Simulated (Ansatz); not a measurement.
Rows from a G0W0 calculation on WS2 (Tungstenite) (Ansatz 0.2.0; G0W0 on PBE, plane waves, PAW; 12×12×2 mesh, 326 empty bands, screening to 120 eV, hard PAW files), in eV. Spin-orbit coupling is left out.

The database entry behind the starting cell differs from later determinations by our own check (an axis about 1.4 % long against later determinations), so it need not match the best structure at ambient conditions.

```
row      Σx     Σc     Vxc     Z
  A  -19.39   0.47  -18.76  0.76
  B  -18.17   0.98  -16.95  0.75
  C  -14.20  -4.13  -18.65  0.75
  D  -19.50   1.25  -18.04  0.75
  E  -13.76  -4.23  -18.38  0.76
  F  -12.97  -3.71  -16.90  0.77
```

Q: Which rows are filled states and which are empty ones, and how can one tell?

Filled: A, B and D. Empty: C, E and F. The sign of Σc tells: for a filled state bare exchange, which holds its interaction with itself, lies below Vxc (Σx − Vxc is -0.6 eV or lower here) and screening gives part back as a positive Σc. For an empty state Σx lies above Vxc (+3.9 eV or more) and the Coulomb hole leaves Σc negative.

[Paths, hosts, dates, memory and timing lines, banners, echoed tables and standing remarks are left out of the program output.]

[Logs are printed without paths, hosts, clocks, repeated set-up lines and the standing remarks that a program may print on its own settings, such as how far it seeks lower states.]

[Runs of the session that timed out or met a known fault of the program may be left out.]

[Cells called generated may have been cut or substituted from an entry of the Crystallography Open Database or the Materials Project.]

[Hosts, paths, dates, database ids (printed as entryN), source tags and the programs' standing remarks are cut or masked in the printed files.]
